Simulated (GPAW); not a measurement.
# How the form of the self-energy moves the gap of K3LiCl4 (ordered alloy, started on the rocksalt lattice) (Pm-3m)

Wanted: the gap of K3LiCl4 (ordered alloy, started on the rocksalt lattice) (Pm-3m) under several approximations, with cost.

Calculated with GPAW 26.7.0; PBE and many-body steps on it, plane waves.

Most raw output is cut from this account.

The structure was built from a prototype and need not be the compound's stable phase.

## 1. Starting point

It takes space group Pm-3m (No. 221, cubic). The conventional cell has a = 6.182 Å, b = 6.182 Å, c = 6.182 Å, α = 90.00°, β = 90.00°, γ = 90.00°. Nearest to Li lie 6 Cl at 3.09 Å. Cl has 6 K at 3.09 Å nearest. Nearest to K lie 6 Cl at 3.09 Å. Nearest to Cl lie 4 K at 3.09 Å and 2 Li at 3.09 Å. Farther neighbours and most contacts between anions are not listed.

Coordinates:

```cif
data_structure
_symmetry_space_group_name_H-M 'Pm-3m'
_symmetry_Int_Tables_number 221
_cell_length_a 6.1821
_cell_length_b 6.1821
_cell_length_c 6.1821
_cell_angle_alpha 90.000
_cell_angle_beta 90.000
_cell_angle_gamma 90.000
_cell_volume 236.27
loop_
_atom_site_label
_atom_site_type_symbol
_atom_site_symmetry_multiplicity
_atom_site_Wyckoff_symbol
_atom_site_fract_x
_atom_site_fract_y
_atom_site_fract_z
_atom_site_occupancy
Li1 Li 1 a 0.00000 0.00000 0.00000 1
Cl1 Cl 1 b 0.50000 0.50000 0.50000 1
K1 K 3 c 0.50000 0.50000 0.00000 1
Cl2 Cl 3 d 0.00000 0.00000 0.50000 1
```

The structure was relaxed with PBE. The structure type comes from a generator and need not be one that this composition takes. The runs that relaxed it are not among those shown.

## 2. Empty states on the mesh, 2×2×2 mesh, 546 bands

This step: GPAW 26.7.0; DFT, PBE, plane waves, PAW.

The sums over transitions need many empty states on a uniform mesh; this step solves for them.

Contents of run.py:

```python
import json
import numpy as np
from gpaw.mpi import world
from gpaw import GPAW

calc = GPAW('gs.gpw').fixed_density(kpts={'size': (2, 2, 2), 'gamma': True},
    nbands=637,
    convergence={'bands': 546},
    txt='nscf.txt')
calc.write('full.gpw', mode='all')
res = {}
kpts = calc.get_ibz_k_points()
res['kpts'] = kpts
res['eigenvalues'] = [calc.get_eigenvalues(kpt=k) for k in range(len(kpts))]
res['n_electrons'] = calc.get_number_of_electrons()

if world.rank == 0:
    with open('result.json', 'w') as f:
        json.dump(res, f, default=lambda x: x.tolist())
```

The run is started by

```bash
mpirun -n 4 gpaw python run.py
```

Elapsed: 6 min, on 4 MPI ranks of Arm Neoverse V1, shared host; peak memory 2.2 GiB.

Numbers from this step:

```
gap                                                           : 4.696 eV
k of the valence top                                          : 0, 0, 0
k of the conduction bottom                                    : 0, 0, 0
least direct gap                                              : 4.696 eV
k points computed                                             : 4
lowest point of the top converged band, above the valence top : 93.5156 eV
```

On this mesh the gap is 4.696 eV.

## 3. G0W0, Godby-Needs plasmon pole

Now the one-shot GW correction: screening in the RPA, then the self-energy of the levels asked for.

This step: G0W0 on PBE, plane waves, PAW.

Contents of run.py:

```python
import json
import numpy as np
from gpaw.mpi import world
from gpaw.response.g0w0 import G0W0

gw = G0W0('full.gpw',
    filename='gw',
    kpts=[0],
    bands=(26, 30),
    ecut=60,
    nbands=249,
    integrate_gamma='WS',
    ppa=True)
gw.calculate()
res = {mode: {k: v for k, v in r.items() if k != 'sigma_eskwn'}
       for mode, r in gw.all_results.items()}

if world.rank == 0:
    with open('result.json', 'w') as f:
        json.dump(res, f, default=lambda x: x.tolist())
```

The run is started by

```bash
mpirun -n 4 gpaw python run.py
```

Elapsed: 48 s, on 4 MPI ranks; peak memory 2 GiB.

This step gave:

* G0W0 gap on the points computed: 7.198 eV
* least direct G0W0 gap on the computed points: 7.198 eV
* Z at the valence top: 0.8226
* Z at the conduction bottom: 0.8768
* starting gap on the mesh: 4.696 eV
* k of the valence top: 0, 0, 0
* k of the conduction bottom: 0, 0, 0

The gap on the mesh goes from 4.70 eV to 7.20 eV, a correction of +2.50 eV.

## 4. One-shot HSE06

This step: one-shot HSE06 levels on PBE orbitals, plane waves, PAW.

Contents of run.py:

```python
import json
import numpy as np
from gpaw.mpi import world
from gpaw.hybrids.eigenvalues import non_self_consistent_eigenvalues

dft, vxc, vxc_hyb = non_self_consistent_eigenvalues('full.gpw', 'HSE06', 26, 30, kpt_indices=[0])
res = {'dft': dft[0], 'hybrid': (dft - vxc + vxc_hyb)[0]}
if world.rank == 0:
    with open('hybrid.txt', 'w') as f:
        for k, e0, e1 in zip([0], res['dft'], res['hybrid']):
            print(k, ' '.join(f'{x:9.4f}' for x in e0), '|', ' '.join(f'{x:9.4f}' for x in e1), file=f)

if world.rank == 0:
    with open('result.json', 'w') as f:
        json.dump(res, f, default=lambda x: x.tolist())
```

The run is started by

```bash
mpirun -n 4 gpaw python run.py
```

Elapsed: 4.2 s, on 4 MPI ranks; peak memory 1.2 GiB; 17 s of CPU time.

This step gave:

| Quantity | Value |
| --- | --- |
| starting gap on the mesh | 4.696 eV |
| hybrid gap on the mesh | 5.952 eV |
| least direct hybrid gap on the computed points | 5.952 eV |

## 5. G0W0, extrapolated in the cutoff

This step: G0W0 on PBE, plane waves, PAW.

Contents of run.py:

```python
import json
import numpy as np
from gpaw.mpi import world
from gpaw.response.g0w0 import G0W0

gw = G0W0('full.gpw',
    filename='gw',
    kpts=[0],
    bands=(26, 30),
    ecut=100.0,
    integrate_gamma='WS',
    ppa=True,
    ecut_extrapolation=True)
gw.calculate()
res = {mode: {k: v for k, v in r.items() if k != 'sigma_eskwn'}
       for mode, r in gw.all_results.items()}

if world.rank == 0:
    with open('result.json', 'w') as f:
        json.dump(res, f, default=lambda x: x.tolist())
```

The run is started by

```bash
mpirun -n 4 gpaw python run.py
```

Elapsed: 3.7 min, on 4 MPI ranks; peak memory 4.2 GiB.

This step gave:

```yaml
quasiparticle_gap_on_the_points_computed: 7.625 eV
least_direct_quasiparticle_gap_on_the_computed_points: 7.625 eV
z_at_the_valence_top: 0.8115
z_at_the_conduction_bottom: 0.8742
starting_gap_on_the_mesh: 4.696 eV
k_of_the_valence_top: 0, 0, 0
k_of_the_conduction_bottom: 0, 0, 0
gaps_at_the_cutoffs_of_the_extrapolation: 7.330, 7.356, 7.390 eV
```

Against G0W0 in GPAW (2×2×2 mesh, 249 bands, screening to 60 eV, Godby-Needs plasmon pole), the gap moves by +0.427 eV.

## 6. One-shot Hartree-Fock

This step: one-shot Hartree-Fock levels on PBE orbitals, plane waves, PAW.

Contents of run.py:

```python
import json
import numpy as np
from gpaw.mpi import world
from gpaw.hybrids.eigenvalues import non_self_consistent_eigenvalues

dft, vxc, vxc_hyb = non_self_consistent_eigenvalues('full.gpw', 'EXX', 26, 30, kpt_indices=[0])
res = {'dft': dft[0], 'hybrid': (dft - vxc + vxc_hyb)[0]}
if world.rank == 0:
    with open('hybrid.txt', 'w') as f:
        for k, e0, e1 in zip([0], res['dft'], res['hybrid']):
            print(k, ' '.join(f'{x:9.4f}' for x in e0), '|', ' '.join(f'{x:9.4f}' for x in e1), file=f)

if world.rank == 0:
    with open('result.json', 'w') as f:
        json.dump(res, f, default=lambda x: x.tolist())
```

The run is started by

```bash
mpirun -n 4 gpaw python run.py
```

Wall time 3.7 s (4 MPI ranks); peak memory 0.49 GiB.

This step gave:

* starting gap on the mesh: 4.696 eV
* hybrid gap on the mesh: 12.71 eV
* least direct hybrid gap on the computed points: 12.71 eV

## 7. G0W0, full frequency, Hilbert transform

This step: G0W0 on PBE, plane waves, PAW.

Contents of run.py:

```python
import json
import numpy as np
from gpaw.mpi import world
from gpaw.response.g0w0 import G0W0

gw = G0W0('full.gpw',
    filename='gw',
    kpts=[0],
    bands=(26, 30),
    ecut=60,
    nbands=249,
    integrate_gamma='WS',
    frequencies={'type': 'nonlinear', 'domega0': 0.1, 'omega2': 15.0},
    eta=0.1,
    nblocksmax=True)
gw.calculate()
res = {mode: {k: v for k, v in r.items() if k != 'sigma_eskwn'}
       for mode, r in gw.all_results.items()}

if world.rank == 0:
    with open('result.json', 'w') as f:
        json.dump(res, f, default=lambda x: x.tolist())
```

The run is started by

```bash
mpirun -n 4 gpaw python run.py
```

Run time: 2.5 min. Hardware: 4 MPI ranks; peak memory 2.5 GiB; 10 min of CPU time.

Numbers from this step:

| Item | Value |
| --- | --- |
| G0W0 gap on the points computed | 7.203 eV |
| least direct G0W0 gap on the computed points | 7.203 eV |
| starting gap on the mesh | 4.696 eV |
| k of the valence top | 0, 0, 0 |
| k of the conduction bottom | 0, 0, 0 |

Against G0W0 in GPAW (2×2×2 mesh, 249 bands, screening to 60 eV, Godby-Needs plasmon pole), the gap moves by +0.004 eV.

## 8. The runs together

Times are wall times on 4 MPI ranks of Arm Neoverse V1, shared host, good to a factor of about two.

| run | mesh | bands | screening cutoff (eV) | DFT gap (eV) | gap on the mesh (eV) | direct (eV) | time |
| --- | --- | --- | --- | --- | --- | --- | --- |
| G0W0, Godby-Needs plasmon pole | 2×2×2 | 249 | 60 | 4.696 | 7.198 | 7.198 | 48 s |
| one-shot HSE06 | 2×2×2 | - | - | 4.696 | 5.952 | 5.952 | 4.2 s |
| G0W0, extrapolated in the cutoff | 2×2×2 | - | 100 | 4.696 | 7.625 | 7.625 | 3.7 min |
| one-shot Hartree-Fock | 2×2×2 | - | - | 4.696 | 12.711 | 12.711 | 3.7 s |
| G0W0, full frequency, Hilbert transform | 2×2×2 | 249 | 60 | 4.696 | 7.203 | 7.203 | 2.5 min |

## 9. What came out

```yaml
g0w0_godby_needs_plasmon_pole: 7.198 eV
one_shot_hse06: 5.952 eV
g0w0_extrapolated_in_the_cutoff: 7.625 eV
one_shot_hartree_fock: 12.711 eV
g0w0_full_frequency_hilbert_transform: 7.203 eV
known_limits: not at the basis limit; coarse k mesh
```

One-shot HSE06: −1.246 eV against G0W0, Godby-Needs plasmon pole. G0W0, extrapolated in the cutoff: +0.427 eV against G0W0, Godby-Needs plasmon pole, at other bands or cutoff, so not like for like. One-shot Hartree-Fock: +5.513 eV against G0W0, Godby-Needs plasmon pole. G0W0, full frequency, Hilbert transform: +0.004 eV against G0W0, Godby-Needs plasmon pole. Bare exchange alone opens the gap to 12.71 eV; against G0W0, correlation takes back 5.51 eV. One-shot hybrid levels are evaluated on the PBE orbitals. Bands and cutoff are finite, so the gap is not at the basis limit. The miss can reach some tenths of an eV and take either sign; the mesh is an error of its own. These stock PAW sets were not made for GW. In the G0W0 runs levels were corrected at 1 k point alone, so a gap called «on the mesh» is the least over those, and an edge elsewhere would be missed. The 2×2×2 mesh is coarse for this cell, which bears on the long-range parts of exchange and screening.

[Paths, hosts, dates, memory and timing lines, banners, echoed tables and standing remarks are left out of the program output.]

[Logs are printed without paths, hosts, clocks, repeated set-up lines and the standing remarks that a program may print on its own settings, such as how far it seeks lower states.]

[Runs of the session that timed out or met a known fault of the program may be left out.]

[Hosts, paths, dates, database ids (printed as entryN), source tags and the programs' standing remarks are cut or masked in the printed files.]
